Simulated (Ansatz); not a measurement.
# Bi (R-3m, 2 atoms in the cell) under biaxial strain in the (0001) plane, that of a and b, part 2 of 2

Wanted: the shifts of the zone-centre modes of Bi (R-3m, 2 atoms in the cell) with strain.

Ansatz 0.2.0; DFT LDA, scalar-relativistic, plane waves, PAW; PAW set soft_1.

So far, highest optical mode at the zone centre (no LO-TO term) (cm⁻¹): step 4 (zone-centre response at rest) 99.6.

The database entry behind the starting cell lists a temperature near 78 K, so it need not match the best structure at ambient conditions.

## Step 5: A member of the series: biaxial strain of +4 % in the (0001) plane, that of a and b

The cell takes a biaxial strain of +4 % in the (0001) plane, that of a and b. The strained lengths are held, while the rest of the cell and the atoms relax.

Input file input.yaml:

```yaml
crystal:
  lattice:
    - [2.3368063779, 1.3491557913, 3.6971959782]
    - [-2.3368063779, 1.3491557913, 3.6971959782]
    - [0.0, -2.6983115826, 3.6971959782]
  atoms:
    - { symbol: Bi, position: [0.237395641, 0.237395641, 0.237395641] }
    - { symbol: Bi, position: [0.762604359, 0.762604359, 0.762604359] }
  conventional_axes: [[1, -1, 0], [0, 1, -1], [1, 1, 1]]
kpoints:
  mp_grid: { grid: [12, 12, 12] }
hamiltonian:
  xc: lda
  pseudopotentials: { kind: paw, azcp: { folder: soft_1 }, xc_functional: pbe }
scf:
  occupations: { method: methfessel_paxton, width: 0.2 }
output:
  forces: true
  stress: true
  eigenvalues: true
relax:
  adjacent_minimum: "off"
  f_tol: 0.001
  max_steps: 60
  cell: { stress_tol: 0.01, fix: [a, b, gamma] }
```

Run with:

```
ansatz run input.yaml --threads 4 --pin off --max-ram 10240MiB --backend cpu --events-out ev --progress --plain --runs-dir out
```

Numbers of over 12 decimals in the logs are rounded to 6 here.

Log:

```text
[...]
Crystal: 2 atoms, lattice volume = 69.937 Å³
Basis set: ecut = 420 eV, 1375 PW (Γ)
Bands: 19, of which v1, the nominal top of the filled ones, is band 15 counted from 1 (14 counted from 0)
Symmetry: 12 space group operations
[...]
k-points: 189 of 1728
[...]
k-point 188: bands = [... 11 lower, -0.5141, 8.4167, 8.8568, 8.8568, 9.7676, 9.7676, 9.7801, 17.3826]
--- Relaxed structure (5 steps of the walk, 5 accepted, 1 SCFs on fresh bases) ---
[...]
cell:  # Å, volume = 69.0294 Å³
    - [2.336806, 1.349156, 3.649202]
    - [-2.336806, 1.349156, 3.649202]
    - [-1.7761381265182435e-18, -2.698312, 3.649202]
  atoms:
    - { symbol: Bi, position: [0.237593, 0.237593, 0.237593] }
    - { symbol: Bi, position: [0.762407, 0.762407, 0.762407] }
[key lines of the parts left out:]
SCF converged after 6 iterations
Free energy (F): -24175.636438 eV
Fermi energy:    9.591334 eV
P = ⅓ Tr σ = -1.8910 GPa (-18.910 kbar)
```

Wall time 20 s (4 threads of Arm Neoverse V1, shared host); peak memory 0.5 GiB; 77 s of CPU time.

Relaxation path:

| step | energy less that of the first step (eV) | largest force component (eV/Å) | pressure (GPa) | volume (Å³) |
| --- | --- | --- | --- | --- |
| 1 | 0.0000 | 0.0422 | -2.39 | 69.94 |
| 2 | -0.0014 | 0.0538 | -1.82 | 69.13 |
| 3 | -0.0018 | 0.0197 | -1.94 | 69.23 |
| 4 | -0.0019 | 0.0025 | -1.88 | 69.01 |
| 5 | -0.0019 | 0.0002 | -1.89 | 69.03 |
| 6* | -0.0019 | 0.0002 | -1.89 | 69.03 |

Relaxation steps marked * repeat the geometry before them on a plane-wave basis chosen anew for their cell, so energy and pressure can jump there.

The run keeps the 12 symmetry operations that it works with, so distortions that break them were not tested.

| conventional cell, symmetrised | before | after | change |
| --- | --- | --- | --- |
| a (Å) | 4.674 | 4.674 | -0.0 % |
| b (Å) | 4.674 | 4.674 | -0.0 % |
| c (Å) | 11.092 | 10.948 | -1.3 % |
| volume (Å³/atom) | 34.97 | 34.51 | -1.3 % |

The relaxed structure:

```
Bi
1.0
     2.33681    1.34916    3.64920
    -2.33681    1.34916    3.64920
     0.00000   -2.69831    3.64920
Bi
2
Cartesian
  0.0000 0.0000 2.6011
  0.0000 0.0000 8.3465
```

This step gave:

```yaml
pressure: -1.891 GPa
volume_per_atom: 34.51 Å³
```

The largest force component left is 0.19 meV/Å.

## Step 6: Zone-centre modes of the member: biaxial strain of +4 % in the (0001) plane, that of a and b

The zone-centre modes follow for biaxial strain of +4 % in the (0001) plane, that of a and b.

input.yaml, the sections that differ from step 5:

```yaml
crystal:
  lattice:
    - [2.3368063779, 1.3491557913, 3.6492018882]
    - [-2.3368063779, 1.3491557913, 3.6492018882]
    - [0.0, -2.6983115826, 3.6492018882]
  atoms:
    - { symbol: Bi, position: [0.2375928241, 0.2375928241, 0.2375928241] }
    - { symbol: Bi, position: [0.7624071759, 0.7624071759, 0.7624071759] }
output:
  eigenvalues: true
phonons:
  method: dfpt
# kpoints, hamiltonian, scf: as in step 5
# relax: removed
```

Log:

```text
[...]
Crystal: 2 atoms, lattice volume = 69.029 Å³
Basis set: ecut = 420 eV, 1339 PW (Γ), exchange–correlation on 64×64×64 points (8 copies of the dense FFT grid, shifted against one another)
Bands: 19, of which v1, the nominal top of the filled ones, is band 15 counted from 1 (14 counted from 0)
Symmetry: 12 space group operations
k-points: 476 of 1728 (irreducible under 2 space group operations, time reversal used)
[...]
SCF iter   1: F=—  HF=-24175.657515 eV  |F-HF|=—  |Δ(HF+E_count)|=         —  Δρ=1.06e-2  dr2=6.77e-2  ethr=3.10e-3  ⟨swp⟩=5.5  Hψ=43297  notcnv=0
[...]
SCF iter  11: F=-24175.636438 eV  HF=-24175.636438 eV  |F-HF|=7.28e-12  |Δ(HF+E_count)|=  2.18e-11  S|Δr|=    0.00e0  Δρ=7.29e-8  dr2=3.37e-12  ethr=1.00e-12  ⟨swp⟩=5.8  Hψ=35662  notcnv=0
SCF 1 converged in 11 iterations: F = -24175.636438 eV  dr2 = 3.37e-12
[...]
SCF converged after 11 iterations
[...]
Free energy (F): -24175.636438 eV
[...]
Internal energy: -24175.639123 eV  (E = F + TS)
E sigma→0 (E₀):  -24175.637110 eV
Entropy (-TS):   0.002685 eV (1.343 meV/atom)
Fermi energy:    9.591334 eV
[...]
--- Band table (eV; the first three rows and the last of 476) ---
  k-point 0: bands = [... 11 lower, 2.1046, 8.1241, 8.1241, 8.7557, 12.3711, 12.8019, 12.8019, 15.0244]
  k-point 1: bands = [... 11 lower, 1.9377, 8.1451, 8.1937, 8.7574, 12.1713, 12.4943, 12.5974, 14.8226]
  k-point 2: bands = [... 11 lower, 1.4841, 8.2097, 8.3630, 8.7729, 11.5927, 11.9647, 12.0918, 14.7164]
  k-point 475: bands = [... 11 lower, -0.5141, 8.4167, 8.8568, 8.8568, 9.7676, 9.7676, 9.7801, 17.3826]
[...]
ASR residual: 3.615e-4 → 0.000e0 eV/Å²; symmetrization residual: 6.949e-6 eV/Å²
  ASR residual per site (eV/Å²): 3.62e-4 3.62e-4
  Γ frequencies (cm⁻¹): 0.00 0.00 0.00 15.60 15.60 85.75
[...]
```

It took 40 s on 4 threads; peak memory 1.8 GiB.

Numbers from this step:

* sum-rule residual before enforcement: 3.62e-4 eV/Å²
* highest optical mode at the zone centre (no LO-TO term): 85.75 cm⁻¹
* lowest optical zone-centre mode: 15.6 cm⁻¹

Patterns of degenerate modes are one choice out of their space. Modes at Γ:

| mode | frequency (cm⁻¹) | symmetry |
| --- | --- | --- |
| 1 | 0.0 | acoustic |
| 2 | 0.0 | acoustic |
| 3 | 0.0 | acoustic |
| 4 | 15.6 | Eg |
| 5 | 15.6 | Eg |
| 6 | 85.8 | A1g |

Displacements in mode 4 (15.6 cm⁻¹), the largest set to 1:
```
Bi1  0.00  1.00  0.00
Bi2  0.00 -1.00  0.00
```

Displacements in mode 6 (85.8 cm⁻¹), the largest set to 1:
```
Bi1  0.00  0.00 -1.00
Bi2  0.00  0.00  1.00
```

The lowest optical mode is real, 15.6 cm⁻¹, and the highest lies at 85.8 cm⁻¹.

Between step 4 and this run (strain 4 %) the value for the highest optical mode at the zone centre (no LO-TO term) moves from 99.6 cm⁻¹ to 85.8 cm⁻¹ (-14 %).

## Step 7: Relaxation of a member: biaxial strain of -4 % in the (0001) plane, that of a and b

The cell takes a biaxial strain of -4 % in the (0001) plane, that of a and b. The strained lengths are held, while the rest of the cell and the atoms relax.

input.yaml, the sections that differ from step 6:

```yaml
crystal:
  lattice:
    - [2.1570520411, 1.2453745766, 3.9830449873]
    - [-2.1570520411, 1.2453745766, 3.9830449873]
    - [0.0, -2.4907491531, 3.9830449873]
  atoms:
    - { symbol: Bi, position: [0.2373229482, 0.2373229482, 0.2373229482] }
    - { symbol: Bi, position: [0.7626770518, 0.7626770518, 0.7626770518] }
  conventional_axes: [[1, -1, 0], [0, 1, -1], [1, 1, 1]]
output:
  forces: true
  stress: true
  eigenvalues: true
relax:
  adjacent_minimum: "off"
  f_tol: 0.001
  max_steps: 60
  cell: { stress_tol: 0.01, fix: [a, b, gamma] }
# kpoints, hamiltonian, scf: as in step 6
# phonons: removed
```

Log:

```text
[...]
Crystal: 2 atoms, lattice volume = 64.199 Å³
Basis set: ecut = 420 eV, 1237 PW (Γ)
Bands: 19, of which v1, the nominal top of the filled ones, is band 15 counted from 1 (14 counted from 0)
Symmetry: 12 space group operations
[...]
k-points: 189 of 1728
[...]
k-point 188: bands = [... 11 lower, 0.0637, 10.3089, 10.4205, 10.4205, 11.4779, 11.4779, 11.5887, 17.6422]
--- Relaxed structure (5 steps of the walk, 5 accepted, 1 SCFs on fresh bases) ---
[...]
cell:  # Å, volume = 65.0948 Å³
    - [2.157052, 1.245375, 4.038632]
    - [-2.157052, 1.245375, 4.038632]
    - [0, -2.490749, 4.038632]
  atoms:
    - { symbol: Bi, position: [0.237720, 0.237720, 0.237720] }
    - { symbol: Bi, position: [0.762280, 0.762280, 0.762280] }
[key lines of the parts left out:]
SCF converged after 6 iterations
Free energy (F): -24175.635890 eV
Fermi energy:    10.636481 eV
P = ⅓ Tr σ = 1.7609 GPa (17.609 kbar)
```

Run time: 17 s. Hardware: 4 threads; peak memory 0.49 GiB.

Relaxation path:

| step | energy less that of the first step (eV) | largest force component (eV/Å) | pressure (GPa) | volume (Å³) |
| --- | --- | --- | --- | --- |
| 1 | 0.0000 | 0.1084 | 2.78 | 64.20 |
| 2 | -0.0026 | 0.0758 | 1.34 | 65.23 |
| 3 | -0.0036 | 0.0161 | 1.78 | 64.95 |
| 4 | -0.0036 | 0.0127 | 1.74 | 65.04 |
| 5 | -0.0037 | 0.0005 | 1.76 | 65.09 |
| 6* | -0.0037 | 0.0005 | 1.76 | 65.09 |

Relaxation steps marked * repeat the geometry before them on a plane-wave basis chosen anew for their cell, so energy and pressure can jump there.

The run keeps the 12 symmetry operations that it works with, so distortions that break them were not tested.

| conventional cell, symmetrised | before | after | change |
| --- | --- | --- | --- |
| a (Å) | 4.314 | 4.314 | +0.0 % |
| b (Å) | 4.314 | 4.314 | +0.0 % |
| c (Å) | 11.949 | 12.116 | +1.4 % |
| volume (Å³/atom) | 32.10 | 32.55 | +1.4 % |

The relaxed structure:

```
Bi
1.0
     2.15705    1.24537    4.03863
    -2.15705    1.24537    4.03863
     0.00000   -2.49075    4.03863
Bi
2
Direct
  0.23772 0.23772 0.23772
  0.76228 0.76228 0.76228
```

This step gave:

```yaml
pressure: 1.761 GPa
volume_per_atom: 32.55 Å³
```

The largest force component left is 0.52 meV/Å.

## Step 8: Zone-centre modes of the member: biaxial strain of -4 % in the (0001) plane, that of a and b

The zone-centre modes follow for biaxial strain of -4 % in the (0001) plane, that of a and b.

input.yaml, the sections that differ from step 7:

```yaml
crystal:
  lattice:
    - [2.1570520411, 1.2453745766, 4.0386315823]
    - [-2.1570520411, 1.2453745766, 4.0386315823]
    - [0.0, -2.4907491531, 4.0386315823]
  atoms:
    - { symbol: Bi, position: [0.2377203401, 0.2377203401, 0.2377203401] }
    - { symbol: Bi, position: [0.7622796599, 0.7622796599, 0.7622796599] }
output:
  eigenvalues: true
phonons:
  method: dfpt
# kpoints, hamiltonian, scf: as in step 7
# relax: removed
```

Log:

```text
[...]
Crystal: 2 atoms, lattice volume = 65.095 Å³
Basis set: ecut = 420 eV, 1243 PW (Γ), exchange–correlation on 64×64×64 points (8 copies of the dense FFT grid, shifted against one another)
Bands: 19, of which v1, the nominal top of the filled ones, is band 15 counted from 1 (14 counted from 0)
Symmetry: 12 space group operations
k-points: 476 of 1728 (irreducible under 2 space group operations, time reversal used)
[...]
k-point 1: bands = [... 11 lower, 3.0245, 8.3766, 9.5661, 9.6323, 13.2853, 13.4836, 13.5180, 15.8484]
  k-point 2: bands = [... 11 lower, 2.5724, 8.5532, 9.4193, 9.6004, 12.4499, 13.0284, 13.1001, 15.6764]
  k-point 475: bands = [... 11 lower, 0.0637, 10.3089, 10.4205, 10.4205, 11.4779, 11.4779, 11.5887, 17.6422]
[...]
ASR residual: 3.431e-4 → 0.000e0 eV/Å²; symmetrization residual: 2.269e-5 eV/Å²
  ASR residual per site (eV/Å²): 3.43e-4 3.43e-4
  Γ frequencies (cm⁻¹): 0.00 0.00 0.00 78.15 78.15 90.44
[...]
[key lines of the parts left out:]
SCF converged after 11 iterations
Free energy (F): -24175.635890 eV
Fermi energy:    10.636482 eV
```

Wall time 35 s (4 threads); peak memory 1.7 GiB.

Numbers from this step:

```yaml
sum_rule_residual_before_enforcement: 3.43e-4 eV/Å²
highest_optical_mode_at_the_zone_centre_no_lo_to_term: 90.44 cm⁻¹
lowest_optical_zone_centre_mode: 78.15 cm⁻¹
```

Patterns of degenerate modes are one choice out of their space. Modes at Γ:

| mode | frequency (cm⁻¹) | symmetry |
| --- | --- | --- |
| 1 | 0.0 | acoustic |
| 2 | 0.0 | acoustic |
| 3 | 0.0 | acoustic |
| 4 | 78.2 | Eg |
| 5 | 78.2 | Eg |
| 6 | 90.4 | A1g |

Displacements in mode 5 (78.2 cm⁻¹), the largest set to 1:
```
Bi1  0.00 -1.00  0.00
Bi2  0.00  1.00  0.00
```

Displacements in mode 6 (90.4 cm⁻¹), the largest set to 1:
```
Bi1  0.00  0.00  1.00
Bi2  0.00  0.00 -1.00
```

The lowest optical mode is real, 78.2 cm⁻¹, and the highest lies at 90.4 cm⁻¹.

For the highest optical mode at the zone centre (no LO-TO term), step 4 gave 99.6 cm⁻¹; this run, with strain -4 %, gives 90.4 cm⁻¹ (-9 %).

## Step 9: All members side by side

The members are set side by side, also those not shown above.

Stress is positive in compression; energies are extrapolated to zero smearing, and E0 is that at rest; the edges not held and the atoms are relaxed in each cell; all runs use 12×12×12 k points and Methfessel-Paxton smearing of 0.2 eV. State of the crystal along the series:

| strain (%) | in-plane stress (GPa) | free strain along c (%) | E - E0 (meV/atom) |
| --- | --- | --- | --- |
| -4 | 2.639 | 5.349 | 25.27 |
| -3 | 2.203 | 3.899 | 14.97 |
| -2 | 1.595 | 2.52 | 6.822 |
| -1 | 0.8126 | 1.229 | 1.706 |
| 0 | 8.32e-4 | 0 | 0 |
| 1 | -0.785 | -1.182 | 1.618 |
| 2 | -1.527 | -2.362 | 6.384 |
| 3 | -2.217 | -3.557 | 14.14 |
| 4 | -2.837 | -4.809 | 24.68 |

Optical modes are counted from below at rest and tracked from member to member by their patterns, and modes that stay within 0.3 cm⁻¹ of each other stand once; labels, where given, are those at rest; the edges not held and the atoms are relaxed in each cell; all runs use 12×12×12 k points and Methfessel-Paxton smearing of 0.2 eV. Optical modes along the series:

| strain (%) | optical mode 1 Eg (cm⁻¹) | optical mode 2 A1g (cm⁻¹) |
| --- | --- | --- |
| -4 | 78.15 | 90.44 |
| -3 | 76.01 | 93.46 |
| -2 | 74.37 | 99.48 |
| -1 | 70.28 | 101.8 |
| 0 | 64.24 | 99.58 |
| 1 | 57.27 | 96.64 |
| 2 | 49.33 | 93.64 |
| 3 | 38.73 | 90.25 |
| 4 | 15.6 | 85.75 |

Value and slope at zero strain of a cubic (a lower polynomial where under five rows exist) through the rows within 2 % of rest. Slopes at rest:

| mode | frequency (cm⁻¹) | shift per percent of strain (cm⁻¹) | shift per GPa of compressive stress (cm⁻¹) |
| --- | --- | --- | --- |
| optical mode 1 Eg | 64.3 | -6.59 | 8.18 |
| optical mode 2 A1g | 99.9 | -2.99 | 3.71 |

## Step 10: Results

```json
{
 "members": "9",
 "highest optical mode at the zone centre (no LO-TO term), at rest": "99.58 cm⁻¹",
 "biaxial modulus in the (0001) plane, that of a and b": "80.5 GPa",
 "optical mode 1 Eg, shift per percent": "-6.59 cm⁻¹",
 "optical mode 2 A1g, shift per percent": "-2.99 cm⁻¹"
}
```

In words: The stress changes by 0.80 GPa for each percent, a biaxial modulus of 80 GPa in the (0001) plane, that of a and b. For each percent the free edge responds with -1.20 %. Within 2 % of rest optical mode 1 Eg and optical mode 2 A1g bend away from a straight line, so a single slope holds only near rest. These are harmonic frequencies at zero temperature: anharmonic shifts, linewidths and thermal expansion are left out. Spin-orbit coupling is left out, which can matter for the heavy elements here. With no gap, or one that is small against the smearing, the frequencies hang on the k mesh and the smearing, most of all near Kohn anomalies. The PAW files were made for PBE; the program adapts parts of them to the functional of the run, but their partial waves stay those of PBE, an approximation that was not tested in this session. Only the zone centre was solved, so an instability at another wavevector cannot show here.

[Logs are printed without paths, hosts, clocks, repeated set-up lines and the standing remarks that a program may print on its own settings, such as how far it seeks lower states.]

[Hosts, paths, dates, database ids (printed as entryN), source tags and the programs' standing remarks are cut or masked in the printed files.]
